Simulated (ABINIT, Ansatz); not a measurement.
**BaTiO3 (P4mm): G0W0 on several meshes in ABINIT**

How does the mesh move the gap of BaTiO3 (P4mm)?

Program: ABINIT 10.8.3. Level of theory: PBE and many-body steps on it, plane waves. Results are calculated unless marked as measured.

Most raw output is cut from this account.

The database entry behind the starting cell differs from later determinations by our own check (c/a about 0.6 % short), so it need not match the best structure at ambient conditions.

### Step 1. The structure

The structure is tetragonal, space group P4mm (No. 99). Conventional cell: a = 4.000 Å, b = 4.000 Å, c = 4.018 Å, α = 90.00°, β = 90.00°, γ = 90.00°. Nearest to Ba lie 12 O at 2.79 to 2.88 Å. Nearest to Ti lie 6 O at 1.89 to 2.13 Å. Nearest to O lie 2 Ti at 1.89 to 2.13 Å and 4 Ba at 2.83 Å. Nearest to O lie 2 Ti at 2.00 Å and 4 Ba at 2.79 to 2.88 Å. Farther neighbours and most contacts between anions are not listed.

Structure file:

```cif
data_structure
_symmetry_space_group_name_H-M 'P4mm'
_symmetry_Int_Tables_number 99
_cell_length_a 3.9998
_cell_length_b 3.9998
_cell_length_c 4.0180
_cell_angle_alpha 90.000
_cell_angle_beta 90.000
_cell_angle_gamma 90.000
_cell_volume 64.28
loop_
_atom_site_label
_atom_site_type_symbol
_atom_site_symmetry_multiplicity
_atom_site_Wyckoff_symbol
_atom_site_fract_x
_atom_site_fract_y
_atom_site_fract_z
_atom_site_occupancy
Ba1 Ba 1 a 0.00000 0.00000 0.00000 1
Ti1 Ti 1 b 0.50000 0.50000 0.49000 1
O1 O 1 b 0.50000 0.50000 0.01900 1
O2 O 2 c 0.50000 0.00000 0.51700 1
```

The cell and positions come from the Crystallography Open Database and are kept as given unless a step says otherwise. Spin-orbit coupling is left out unless a step names it.

### Step 2. Empty states on the mesh, 4×4×4 mesh, 269 bands

This step: ABINIT 10.8.3; DFT, PBE, plane waves, norm-conserving pseudopotentials.

The sums over transitions need many empty states on a uniform mesh; this step solves for them.

Contents of run.abi:

```
acell 3*1.0 Angstrom
rprim 
  3.999800000000 0.000000000000 0.000000000000
  0.000000000000 3.999800000000 0.000000000000
  0.000000000000 0.000000000000 4.018000000000
ntypat 3
znucl 56 22 8
natom 5
typat 1 2 3 3 3
xred 
  0.000000000000 0.000000000000 0.000000000000
  0.500000000000 0.500000000000 0.490000000000
  0.500000000000 0.500000000000 0.019000000000
  0.500000000000 0.000000000000 0.517000000000
  0.000000000000 0.500000000000 0.517000000000
pp_dirpath "pseudos"
pseudos "Ba.upf, Ti.upf, O.upf"
ecut 38
ngkpt 4 4 4
nshiftk 1
shiftk 0 0 0
kptopt 1
chksymbreak 0
irdden 1
istwfk *1
nband 269
prtvol 0
optdriver 6
gwr_task "HDIAGO"
paral_kgb 0
occopt 1
indata_prefix "in"
outdata_prefix "out"
tmpdata_prefix "tmp"
```

On the command line:

```
$ OMP_NUM_THREADS=1 mpirun -n 4 abinit run.abi > log
```

Run time: 5.1 min. Hardware: 4 MPI ranks of Arm Neoverse V2, shared host; peak memory 5.3 GiB.

This step gave:

- gap: 1.826 eV
- k of the valence top: 0.5, 0.5, 0.5
- k of the conduction bottom: 0, 0, 0
- least direct gap: 2.106 eV
- k points computed: 18
- lowest point of the top converged band, above the valence top: 125.6117 eV

On this mesh the gap is 1.826 eV.

The density comes from a self-consistent run that is not shown.

### Step 3. Screening, 4×4×4 mesh, 118 bands, screening to 141.5 eV

The RPA dielectric matrix is built and inverted for each q.

This step: RPA screening on PBE, plane waves, norm-conserving pseudopotentials.

Edit run.abi of step 2 so:

```diff
@@ -23,10 +23,11 @@
 chksymbreak 0
-irdden 1
 istwfk *1
-nband 269
-prtvol 0
-optdriver 6
-gwr_task "HDIAGO"
-paral_kgb 0
 occopt 1
+irdwfk 1
+optdriver 3
+nband 118
+ecuteps 5.2
+inclvkb 2
+awtr 1
+symchi 1
 indata_prefix "in"
```

Elapsed: 2.4 min, on 4 MPI ranks; peak memory 1.9 GiB.

Numbers from this step:

| Property | Result |
| --- | --- |
| ε∞ with local fields, on this mesh, along the program's q direction | 6.176 |
| the same without local fields | 6.737 |
| plasma frequency | 29.29 eV |
| plane waves in the screening matrix | 251 |

Local fields lower ε∞ by 8 %. On a Γ-centred mesh this coarse the value itself is usually too large, while a short band sum pulls it down.

### Step 4. 4×4×4

The self-energy is evaluated for the states that the input lists, and the levels follow from it, in one-shot runs by the linearised quasiparticle equation.

This step: G0W0 on PBE, plane waves, norm-conserving pseudopotentials.

Edit run.abi of step 3 so:

```diff
@@ -26,8 +26,17 @@
 irdwfk 1
-optdriver 3
+optdriver 4
 nband 118
+gwcalctyp 0
+ecutsigx 38
+symsigma 1
+nkptgw 2
+kptgw 
+  0.5000000000 0.5000000000 0.5000000000
+  0.0000000000 0.0000000000 0.0000000000
+bdgw 
+  18 23
+  19 23
 ecuteps 5.2
-inclvkb 2
-awtr 1
-symchi 1
+irdscr 1
+ppmodel 1
 indata_prefix "in"
```

Elapsed: 19 s, on 4 MPI ranks; peak memory 1.6 GiB.

This step gave:

```yaml
g0w0_gap_on_the_points_computed: 3.286 eV
starting_gap_on_the_mesh: 1.826 eV
k_of_the_valence_top: 0.5, 0.5, 0.5
k_of_the_conduction_bottom: 0, 0, 0
z_at_the_valence_top: 0.762
z_at_the_conduction_bottom: 0.778
least_direct_g0w0_gap_on_the_computed_points: 3.573 eV
```

The gap on the mesh goes from 1.83 eV to 3.29 eV, a correction of +1.46 eV.

### Step 5. Empty states on the mesh, 2×2×2 mesh, 128 bands

This step: DFT, PBE, plane waves, norm-conserving pseudopotentials.

Edit run.abi of step 4 so:

```diff
@@ -18,3 +18,3 @@
 ecut 38
-ngkpt 4 4 4
+ngkpt 2 2 2
 nshiftk 1
@@ -23,20 +23,10 @@
 chksymbreak 0
+iscf -2
+irdden 1
 istwfk *1
-occopt 1
-irdwfk 1
-optdriver 4
-nband 118
-gwcalctyp 0
-ecutsigx 38
-symsigma 1
-nkptgw 2
-kptgw 
-  0.5000000000 0.5000000000 0.5000000000
-  0.0000000000 0.0000000000 0.0000000000
-bdgw 
-  18 23
-  19 23
-ecuteps 5.2
-irdscr 1
-ppmodel 1
+nband 128
+nbdbuf 10
+tolwfr 1e-09
+nstep 60
+prtvol 0
 indata_prefix "in"
```

Elapsed: 33 s, on 4 MPI ranks; peak memory 0.34 GiB; 2.2 min of CPU time.

Numbers from this step:

```yaml
gap: 1.826 eV
k_of_the_valence_top: 0.5, 0.5, 0.5
k_of_the_conduction_bottom: 0, 0, 0
least_direct_gap: 2.106 eV
k_points_computed: 6
lowest_point_of_the_top_converged_band_above_the_valence_top: 65.4246 eV
```

On this mesh the gap is 1.826 eV.

### Step 6. Screening, 2×2×2 mesh, 118 bands, screening to 141.5 eV

This step: RPA screening on PBE, plane waves, norm-conserving pseudopotentials.

Edit run.abi of step 5 so:

```diff
@@ -23,10 +23,11 @@
 chksymbreak 0
-iscf -2
-irdden 1
 istwfk *1
-nband 128
-nbdbuf 10
-tolwfr 1e-09
-nstep 60
-prtvol 0
+occopt 1
+irdwfk 1
+optdriver 3
+nband 118
+ecuteps 5.2
+inclvkb 2
+awtr 1
+symchi 1
 indata_prefix "in"
```

It took 17 s on 4 MPI ranks; peak memory 0.88 GiB; 68 s of CPU time.

Numbers from this step:

```
ε∞ with local fields, on this mesh, along the program's q direction : 8.571
the same without local fields                                       : 9.478
plasma frequency                                                    : 29.29 eV
plane waves in the screening matrix                                 : 251
```

### Step 7. 2×2×2

This step: G0W0 on PBE, plane waves, norm-conserving pseudopotentials.

Edit run.abi of step 6 so:

```diff
@@ -26,8 +26,17 @@
 irdwfk 1
-optdriver 3
+optdriver 4
 nband 118
+gwcalctyp 0
+ecutsigx 38
+symsigma 1
+nkptgw 2
+kptgw 
+  0.5000000000 0.5000000000 0.5000000000
+  0.0000000000 0.0000000000 0.0000000000
+bdgw 
+  18 23
+  19 23
 ecuteps 5.2
-inclvkb 2
-awtr 1
-symchi 1
+irdscr 1
+ppmodel 1
 indata_prefix "in"
```

It took 8.1 s on 4 MPI ranks; peak memory 0.73 GiB.

This step gave:

```
G0W0 gap on the points computed              : 3.234 eV
starting gap on the mesh                     : 1.826 eV
k of the valence top                         : 0.5, 0.5, 0.5
k of the conduction bottom                   : 0, 0, 0
Z at the valence top                         : 0.758
Z at the conduction bottom                   : 0.779
least direct G0W0 gap on the computed points : 3.565 eV
```

Against G0W0 in ABINIT (4×4×4 mesh, 118 bands, screening to 141.5 eV, Godby-Needs plasmon pole), the gap moves by −0.052 eV.

### Step 8. Side by side

Times are wall times on 4 MPI ranks of Arm Neoverse V2, shared host, good to a factor of about two. A run's time includes the screening step that it read.

| run | mesh | bands | screening cutoff (eV) | DFT gap (eV) | gap on the mesh (eV) | direct (eV) | ε∞ used | time |
| --- | --- | --- | --- | --- | --- | --- | --- | --- |
| 4×4×4 | 4×4×4 | 118 | 141.5 | 1.826 | 3.286 | 3.573 | 6.18 | 2.8 min |
| 2×2×2 | 2×2×2 | 118 | 141.5 | 1.826 | 3.234 | 3.565 | 8.57 | 25 s |

### Step 9. What came out

* 4×4×4: 3.286 eV
* 2×2×2: 3.234 eV
* known limits: not at the basis limit; no spin-orbit coupling; coarse k mesh

What this shows: 2×2×2: −0.052 eV against 4×4×4. Bands and cutoff are finite, so the gap is not at the basis limit. The miss can reach some tenths of an eV and take either sign; the mesh is an error of its own. In the G0W0 runs levels were corrected at 2 k points alone, so a gap called «on the mesh» is the least over those, and an edge elsewhere would be missed. The 4×4×4 mesh is coarse for this cell, which bears on the long-range parts of exchange and screening. The many-body steps are scalar-relativistic: spin-orbit coupling is not in them.

[Paths, hosts, dates, memory and timing lines, banners, echoed tables and standing remarks are left out of the program output.]

[Logs are printed without paths, hosts, clocks, repeated set-up lines and the standing remarks that a program may print on its own settings, such as how far it seeks lower states.]

[Runs of the session that timed out or met a known fault of the program may be left out.]

[Hosts, paths, dates, database ids (printed as entryN), source tags and the programs' standing remarks are cut or masked in the printed files.]

[G0W0 gaps are taken among the corrected bands and points alone; a level outside them can change the order at an edge.]

[Where Ansatz stands beside ABINIT at settings called matched, ABINIT's density can come from a denser mesh and the files from another edition; pairs whose starting gaps differed by over 0.03 eV were left out, so agreement reads better than it is.]
